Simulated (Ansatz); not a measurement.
**Bands, cutoff and cost in G0W0 for BaNaBr3 (cubic perovskite) (Pm-3m)**

How do accuracy and time trade against each other in G0W0 on BaNaBr3 (cubic perovskite) (Pm-3m)?

Main program and level: Ansatz 0.2.0; G0W0 on PBE, plane waves, PAW.

This is a report of a sequence of runs, with most program output left out.

The structure was built from a prototype and need not be the compound's stable phase.

## Step 1: The starting structure

Symmetry: Pm-3m, No. 221, cubic system. The conventional cell has a = 6.279 Å, b = 6.279 Å, c = 6.279 Å, α = 90.00°, β = 90.00°, γ = 90.00°. Nearest to Na lie 12 Br at 4.44 Å. Nearest to Ba lie 6 Br at 3.14 Å. Nearest to Br lie 2 Ba at 3.14 Å. It derives from Ba1Br3Na1. Farther neighbours and most contacts between anions are not listed.

The structure was relaxed with PBE. The structure type comes from a generator and need not be one that this composition takes. The runs that relaxed it are not among those shown. Spin-orbit coupling is left out unless a step names it. The default PAW set here is soft_2. Its files were made with PBE.

## Step 2: 121 empty bands, screening to 36 eV

G0W0 replaces the xc potential by the self-energy, built once from these orbitals. Only a window of levels is corrected, while the sums run over the empty bands that the input names.

The input, input.yaml:

```yaml
crystal:
  lattice:
    - [6.2793234105, 0.0, 0.0]
    - [0.0, 6.2793234105, 0.0]
    - [0.0, 0.0, 6.2793234105]
  atoms:
    - { symbol: Na, position: [0.0, 0.0, 0.0] }
    - { symbol: Ba, position: [0.5, 0.5, 0.5] }
    - { symbol: Br, position: [0.5, 0.5, 0.0] }
    - { symbol: Br, position: [0.5, 0.0, 0.5] }
    - { symbol: Br, position: [0.0, 0.5, 0.5] }
kpoints:
  mp_grid: { grid: [2, 2, 2] }
hamiltonian:
  xc: pbe
scf:
  occupations: { method: fixed }
gw:
  n_empty_bands: 121
  ecut_chi: 36
  qp_bands: [v2, c2]
  qp_kpoints: band_edges
  screening: { model: contour_deformation }
```

The run is started by

```sh
$ ansatz run input.yaml --threads 4 --pin off --max-ram 17510MiB --backend cpu --events-out ev --progress --plain --runs-dir out
```

Elapsed: 4.8 s, on 4 threads of Arm Neoverse V1, shared host; peak memory 0.7 GiB; 18 s of CPU time.

This step gave:

```yaml
bands_summed: 141
rpa_eps_infinity_on_this_mesh_eigenvalues: 2.563, 2.563, 2.563
plane_waves_in_the_screening_matrix: 123
q_points_in_the_mesh: 8
g0w0_gap_on_the_mesh: 4.752 eV
k_of_the_valence_top: -0.5, -0.5, -0.5
k_of_the_conduction_bottom: 0, 0, 0
starting_gap_on_the_mesh: 2.850 eV
z_at_the_valence_top: 0.7827
z_at_the_conduction_bottom: 0.8525
least_direct_g0w0_gap_on_the_computed_points: 4.878 eV
```

The gap on the mesh goes from 2.85 eV to 4.75 eV, a correction of +1.90 eV. Between the two edge states, bare exchange in place of the xc potential would open the gap by 6.96 eV, and correlation takes back 5.06 eV.

## Step 3: 343 empty bands, screening to 72 eV

Bands and screening cutoff are moved together, since each hides the error of the other.

input.yaml: that of step 2 with these lines changed.

```diff
@@ -18,4 +18,4 @@
 gw:
-  n_empty_bands: 121
-  ecut_chi: 36
+  n_empty_bands: 343
+  ecut_chi: 72
   qp_bands: [v2, c2]
```

Run time: 18 s. Hardware: 4 threads; peak memory 1.6 GiB.

Numbers from this step:

```
bands summed                                 : 363
RPA ε∞ on this mesh (eigenvalues)            : 2.550, 2.550, 2.550
plane waves in the screening matrix          : 341
q-points in the mesh                         : 8
G0W0 gap on the mesh                         : 4.953 eV
k of the valence top                         : -0.5, -0.5, -0.5
k of the conduction bottom                   : 0, 0, 0
starting gap on the mesh                     : 2.850 eV
Z at the valence top                         : 0.7739
Z at the conduction bottom                   : 0.8523
least direct G0W0 gap on the computed points : 5.109 eV
```

Against the run with 2×2×2 mesh, 121 empty bands, screening to 36 eV, the gap moves by +0.20 eV.

## Step 4: 739 empty bands, screening to 120 eV

input.yaml: that of step 3 with these lines changed.

```diff
@@ -18,4 +18,4 @@
 gw:
-  n_empty_bands: 343
-  ecut_chi: 72
+  n_empty_bands: 739
+  ecut_chi: 120.0
   qp_bands: [v2, c2]
```

Run time: 88 s. Hardware: 4 threads; peak memory 4 GiB; 5.7 min of CPU time.

This step gave:

| Item | Value |
| --- | --- |
| bands summed | 759 |
| RPA ε∞ on this mesh (eigenvalues) | 2.545, 2.545, 2.545 |
| plane waves in the screening matrix | 739 |
| G0W0 gap on the mesh | 5.162 eV |
| k of the valence top | -0.5, -0.5, -0.5 |
| k of the conduction bottom | 0, 0, 0 |
| starting gap on the mesh | 2.850 eV |
| least direct G0W0 gap on the computed points | 5.329 eV |

Against the run with 2×2×2 mesh, 343 empty bands, screening to 72 eV, the gap moves by +0.21 eV.

## Step 5: Changing the frequency model: 2×2×2 mesh, 739 empty bands, screening to 120 eV, plasmon pole

A plasmon pole stands in for the full frequency dependence of the screening; this run shows what that costs in accuracy.

input.yaml: that of step 4 with these lines changed.

```diff
@@ -22,2 +22,2 @@
   qp_kpoints: band_edges
-  screening: { model: contour_deformation }
+  screening: { model: godby_needs }
```

Run time: 1.8 min. Hardware: 4 threads; peak memory 4.2 GiB.

This step gave:

- bands summed: 759
- plasmon-pole fit frequency: 14.93 eV
- RPA ε∞ on this mesh (eigenvalues): 2.545, 2.545, 2.545
- plane waves in the screening matrix: 739
- G0W0 gap on the mesh: 5.154 eV
- k of the valence top: -0.5, -0.5, -0.5
- k of the conduction bottom: 0, 0, 0
- starting gap on the mesh: 2.850 eV
- least direct G0W0 gap on the computed points: 5.315 eV

Against the run with 2×2×2 mesh, 739 empty bands, screening to 120 eV, the gap moves by −0.008 eV.

## Step 6: Changing the files and raising the bands: 2×2×2 mesh, 1095 empty bands, screening to 156 eV, hard PAW files

Other atomic data (hard PAW) test the pseudisation: the cutoff goes from 420 to 700 eV and the valence electrons from 40 to 70, which opens shells that were frozen. Bands and screening cutoff change too, so the step is no clean test of the files.

input.yaml: that of step 5 with these lines changed.

```diff
@@ -15,2 +15,3 @@
   xc: pbe
+  pseudopotentials: { kind: paw, source: ansatz }
 scf:
@@ -18,6 +19,6 @@
 gw:
-  n_empty_bands: 739
-  ecut_chi: 120.0
+  n_empty_bands: 1095
+  ecut_chi: 156.0
   qp_bands: [v2, c2]
   qp_kpoints: band_edges
-  screening: { model: godby_needs }
+  screening: { model: contour_deformation }
```

Elapsed: 5.9 min, on 4 threads; peak memory 11 GiB.

This step gave:

```
bands summed                                 : 1130
RPA ε∞ on this mesh (eigenvalues)            : 2.544, 2.544, 2.544
plane waves in the screening matrix          : 1045
G0W0 gap on the mesh                         : 5.233 eV
k of the valence top                         : -0.5, -0.5, -0.5
k of the conduction bottom                   : 0, 0, 0
starting gap on the mesh                     : 2.850 eV
least direct G0W0 gap on the computed points : 5.407 eV
```

Against the run with 2×2×2 mesh, 739 empty bands, screening to 120 eV, the gap moves by +0.07 eV.

## Step 7: The runs together

Times are wall times on 4 threads of Arm Neoverse V1, shared host, good to a factor of about two.

| mesh | files | frequency | bands summed | cutoff (eV) | start (eV) | G0W0 (eV) | time | host memory (GiB) |
| --- | --- | --- | --- | --- | --- | --- | --- | --- |
| 2×2×2 | default PAW | contour deformation | 141 | 36 | 2.850 | 4.752 | 4.8 s | 0.70 |
| 2×2×2 | default PAW | contour deformation | 363 | 72 | 2.850 | 4.953 | 18 s | 1.6 |
| 2×2×2 | default PAW | contour deformation | 759 | 120 | 2.850 | 5.162 | 88 s | 4.0 |
| 2×2×2 | default PAW | plasmon pole | 759 | 120 | 2.850 | 5.154 | 1.8 min | 4.2 |
| 2×2×2 | hard PAW | contour deformation | 1130 | 156 | 2.850 | 5.233 | 5.9 min | 11 |

How the two edges are built up, in eV (the quasiparticle level is the starting level plus Σx plus Σc less Vxc):

| run | edge | start | Σx | Σc | Vxc | Z | QP |
| --- | --- | --- | --- | --- | --- | --- | --- |
| 141 bands | valence top | -0.03 | -19.29 | 2.70 | -15.43 | 0.78 | -1.19 |
| 141 bands | conduction bottom | 2.82 | -2.20 | -2.37 | -5.31 | 0.85 | 3.56 |
| 363 bands | valence top | -0.03 | -19.29 | 2.43 | -15.43 | 0.77 | -1.46 |
| 363 bands | conduction bottom | 2.82 | -2.20 | -2.43 | -5.31 | 0.85 | 3.49 |
| 759 bands | valence top | -0.03 | -19.29 | 2.20 | -15.43 | 0.77 | -1.69 |
| 759 bands | conduction bottom | 2.82 | -2.20 | -2.45 | -5.31 | 0.85 | 3.47 |

## Step 8: Results

| Quantity | Value |
| --- | --- |
| 141 bands, 36 eV | 4.752 eV |
| 363 bands, 72 eV | 4.953 eV |
| 759 bands, 120 eV | 5.162 eV |
| estimated limit in bands and cutoff | 5.35 eV |
| mesh and start | 2×2×2, PBE |

In words: A line in one over the bands through the two highest rungs gives 5.35 eV, +0.19 eV from the top rung; the pair below gives 5.08 eV, so the estimate is still climbing. The rungs stand 0.60 eV (141 bands), 0.40 eV (363 bands) and 0.19 eV (759 bands) from it. From 141 to 759 bands the gap moves by +0.41 eV while the time grows 18-fold. Σc changes by −0.50 eV at the valence top and −0.09 eV at the conduction bottom, so the valence edge carries most of the change. The plasmon-pole model gives −0.01 eV against contour deformation, 0 % of the correction, and saved no time in this program. With hard PAW files and 1130 bands the gap is 5.23 eV; the line for the default PAW files gives 5.22 eV at that count, a difference of +0.01 eV that holds the line's own error too. The 2×2×2 mesh is coarse for this cell (its supercell is 13 Å along the shortest edge). The RPA ε∞ on it, from the PBE start, is 2.54; such meshes misread the long-range screening, most where the gap is narrow. This is the ideal cubic cell; many perovskites, halides above all, are cubic only on average, and local tilts or off-centring can widen the gap. The many-body steps are scalar-relativistic: spin-orbit coupling is not in them.

[Paths, hosts, dates, memory and timing lines, banners, echoed tables and standing remarks are left out of the program output.]

[Logs are printed without paths, hosts, clocks, repeated set-up lines and the standing remarks that a program may print on its own settings, such as how far it seeks lower states.]

[Runs of the session that timed out or met a known fault of the program may be left out.]

[Cells called generated may have been cut or substituted from an entry of the Crystallography Open Database or the Materials Project.]

[Hosts, paths, dates, database ids (printed as entryN), source tags and the programs' standing remarks are cut or masked in the printed files.]
